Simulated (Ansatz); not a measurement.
# Ba2C (model cell, started as cuprite): following an unstable mode, part 3 of 3

Wanted: the energy along a soft mode of Ba2C (model cell, started as cuprite) and the structure at the end.

Ansatz 0.2.0; DFT PBEsol, scalar-relativistic, plane waves, PAW.

So far. Step 5 (Energy along the mode, all amplitudes (two of the runs …): The lowest of the steps tried is at 0.32 Å, 9.31 meV/atom below the parent; the bottom of the well need not coincide with a step. Step 7 (The new phase in its own primitive cell): The largest force component left is 0.41 meV/Å and the pressure is 0.000 GPa, within the tolerances set. The cell now holds 31.26 Å³/atom. The relaxed cell has a, b, c = 7.139, 7.551, 6.958 Å (conventional setting).

The structure was built from a prototype and need not be the compound's stable phase.

### 8. Modes of the new phase, k-mesh 8×8×6

A relaxed structure may still be a saddle point, so its zone-centre modes are computed. No field response is asked, since the mesh shows no gap.

File input.yaml:

```yaml
crystal:
  lattice:
    - [3.5695382477, -3.7754654344, 0.0]
    - [3.5695382477, 3.7754654344, 0.0]
    - [0.0, 0.0, 6.9581634875]
  atoms:
    - { symbol: C, position: [0.75, 0.25, 0.8014552659] }
    - { symbol: C, position: [0.25, 0.75, 0.1985447341] }
    - { symbol: Ba, position: [0.25, 0.25, 0.0] }
    - { symbol: Ba, position: [0.75, 0.75, 0.0] }
    - { symbol: Ba, position: [0.5, 0.0, 0.5] }
    - { symbol: Ba, position: [0.0, 0.5, 0.5] }
kpoints:
  mp_grid: { grid: [8, 8, 6] }
hamiltonian:
  xc: pbesol
scf:
  occupations: { method: methfessel_paxton, width: 0.2 }
output:
  eigenvalues: true
phonons:
  method: dfpt
```

Started as:

```sh
> ansatz run input.yaml --threads 8 --pin off --max-ram 14336MiB --backend cpu --events-out ev --progress --plain --runs-dir out
```

Numbers of over 12 decimals in the logs are rounded to 6 here.

Log:

```text
[...]
Crystal: 6 atoms, lattice volume = 187.546 Å³
Basis set: ecut = 420 eV, 3689 PW (Γ), exchange–correlation on 72×72×96 points (8 copies of the dense FFT grid, shifted against one another)
Bands: 30, of which v1, the nominal top of the filled ones, is band 24 counted from 1 (23 counted from 0)
Symmetry: 8 space group operations
k-points: 196 of 384 (irreducible under 1 space group operation, time reversal used)
[...]
SCF iter   1: F=—  HF=-23939.453304 eV  |F-HF|=—  |Δ(HF+E_count)|=         —  Δρ=1.51e-2  dr2=1.16e0  ethr=1.77e-3  ⟨swp⟩=11.8  Hψ=78017  notcnv=0
[...]
SCF iter  10: F=-23939.320617 eV  HF=-23939.320617 eV  |F-HF|=3.64e-12  |Δ(HF+E_count)|=  1.82e-11  S|Δr|=    0.00e0  Δρ=3.23e-8  dr2=4.91e-12  ethr=1.00e-12  ⟨swp⟩=12.4  Hψ=42802  notcnv=0
SCF 1 converged in 10 iterations: F = -23939.320617 eV  dr2 = 4.91e-12
[...]
DFPT response loops at Γ: preconditioner auto → Kerker (q_TF=auto, 2.174 Å⁻¹) (partly filled bands, converged f_vac=0.000); β = 1.00, the filter's whole step (`scf.mixing.beta` (0.50) is not read by the response loops under this deck's `scf.mixing.preconditioner`; to damp them name `kerker` or `kerker_dos`, under which they read `scf.mixing.beta`, and type it under 1.00, their step now; both keys bind the ground state too); Broyden in place of MSR1
SCF converged after 10 iterations
[...]
Free energy (F): -23939.320617 eV
[...]
Internal energy: -23939.323018 eV  (E = F + TS)
E sigma→0 (E₀):  -23939.321217 eV
Entropy (-TS):   0.002401 eV (0.400 meV/atom)
Fermi energy:    8.584059 eV
Step filling:    the computed levels leave a gap of 0.0000 eV = 0.0 smearing widths at the electron count; against every level under it full and every level over it empty, smearing changes F+E_penalty+E_count by -1.167 meV and its σ→0 estimate by -1.768 meV
[...]
--- Band table (eV; the first three rows and the last of 196) ---
  k-point 0: bands = [... 20 lower, 7.1970, 7.4630, 7.7702, 7.9868, 8.0601, 8.8568, 9.2294, 9.3478, ... 8 higher]
  k-point 1: bands = [... 20 lower, 7.2924, 7.4889, 7.7938, 7.8300, 8.5539, 8.9904, 9.3112, 9.3774, ... 8 higher]
  k-point 2: bands = [... 20 lower, 7.0950, 7.5910, 7.9062, 8.3095, 8.9481, 9.1872, 9.3946, 9.4156, ... 8 higher]
  k-point 195: bands = [... 20 lower, 7.7460, 7.7525, 8.1533, 8.2483, 8.9872, 9.2997, 9.3102, 9.7152, ... 8 higher]
--- Phonons (Γ-DFPT): 9 representative perturbations + reference, on 196 of 384 k-points (Σ response iterations 27) ---
  k mesh reduced under 1 symmetry operation, with k and −k counted as one. Each operation leaves every solved perturbation unchanged. A smaller set is not used because it would not reduce the number of displacements times k-points to solve
  ASR residual: 2.127e-5 → 0.000e0 eV/Å²; symmetrization residual: 4.070e-6 eV/Å²
  ASR residual per site (eV/Å²): 2.13e-5 2.13e-5 1.34e-5 1.34e-5 1.81e-5 1.81e-5
[...]
non-analytic LO–TO correction: not included (Born effective charges unavailable; polar crystals: no LO–TO splitting at Γ)
```

Elapsed: 2.5 min, on 8 threads of Arm Neoverse V2, shared host; peak memory 4.7 GiB; 18 min of CPU time.

This step gave:

```yaml
sum_rule_residual_before_enforcement: 2.13e-5 eV/Å²
point_group: mmm
highest_optical_mode_at_the_zone_centre_no_lo_to_term: 320.6 cm⁻¹
lowest_optical_zone_centre_mode: -46.89 cm⁻¹
```

Patterns of degenerate modes are one choice out of their space. The modes at Γ (shares of kinetic energy by element, %) (negative means imaginary):

```csv
mode,frequency (cm⁻¹),symmetry,C %,Ba %
1,-46.9,B3u,5,95
2,0.0,acoustic,4,96
3,0.0,acoustic,4,96
4,0.0,acoustic,4,96
5,30.7,B2u,3,97
6,56.8,B1u,6,94
7,67.7,B3u,1,99
8,69.9,B1g,0,100
9,76.5,B3g,8,92
10,80.5,Au,0,100
11,86.0,B2g,0,100
12,103.6,B1u,0,100
13,170.2,B3u,90,10
14,191.9,B3g,92,8
15,208.9,B2g,100,0
16,212.6,B1u,89,11
17,225.4,B2u,92,8
18,320.6,Ag,100,0
```

Displacements in mode 1 (-46.9 cm⁻¹), the largest set to 1:
```
C1   1.00  0.00  0.00
C2   1.00  0.00  0.00
Ba3  0.70  0.00  0.00
Ba4  0.70  0.00  0.00
Ba5 -0.78  0.00  0.83
Ba6 -0.78  0.00 -0.83
```

Displacements in mode 13 (170.2 cm⁻¹), the largest set to 1:
```
C1   1.00  0.00  0.00
C2   1.00  0.00  0.00
Ba3 -0.06  0.00  0.00
Ba4 -0.06  0.00  0.00
Ba5 -0.02  0.00 -0.07
Ba6 -0.02  0.00  0.07
```

Before it was imposed, the acoustic sum rule was missed by 2.1e-5 eV/Å². Small misses are needed for a sound result but don't prove that mesh and cutoff are converged. The lowest optical mode is imaginary, 46.9i cm⁻¹, so the energy falls along it.

### 9. Summary of results

```yaml
unstable_mode_of_the_parent: q = (0, 0, -0.5), 132i cm⁻¹
depth_at_the_lowest_point_sampled: 9.31 meV/atom
largest_atomic_shift_at_that_point: 0.32 Å
space_group_reached_within_0p01_a: Cmme
energy_gained_over_the_parent_first_relaxation_on_the_mesh_of_the_frozen_mode: 228 meV/atom
volume_per_atom_phase_reached: 31.3 Å³
lowest_optical_zone_centre_mode_phase_reached: -46.9 cm⁻¹
highest_optical_mode_at_the_zone_centre_no_lo_to_term_phase_reached: 321 cm⁻¹
```

What this shows: From this start the structure relaxes into Cmme, 228 meV/atom below the parent. At the parent's cell the well is 9.313 meV/atom deep on the steps tried, with its lowest point at a shift of 0.32 Å. Relaxing atoms and cell changes the gain by +218.51 meV/atom against the lowest step (energies at zero smearing). Most of the total comes from this relaxation. The frozen pattern makes up only 3 % of the final shifts of the atoms, so other modes or strain give most of the change. The cell went back to the size of the parent's, so the frozen mode vanished in the relaxation, and the gain comes from strain and zone-centre shifts. The new phase still has an imaginary mode at the zone centre of its cell, so it is a saddle point on the way to a lower structure. Of the 6 patterns followed to their end from this parent, this one ends 142 meV/atom above the lowest, Fm-3m. Each path keeps the symmetry of its pattern, so a lower phase may lie along a pattern not tried. With no gap, or one that is small against the smearing, the frequencies hang on the k mesh and the smearing, most of all near Kohn anomalies. Spin-orbit coupling is left out, which can matter for the heavy elements here. The starting cell was built on a prototype and not taken from a measurement, so the phase need not exist.

[Logs are printed without paths, hosts, clocks, repeated set-up lines and the standing remarks that a program may print on its own settings, such as how far it seeks lower states.]

[Hosts, paths, dates, database ids (printed as entryN), source tags and the programs' standing remarks are cut or masked in the printed files.]
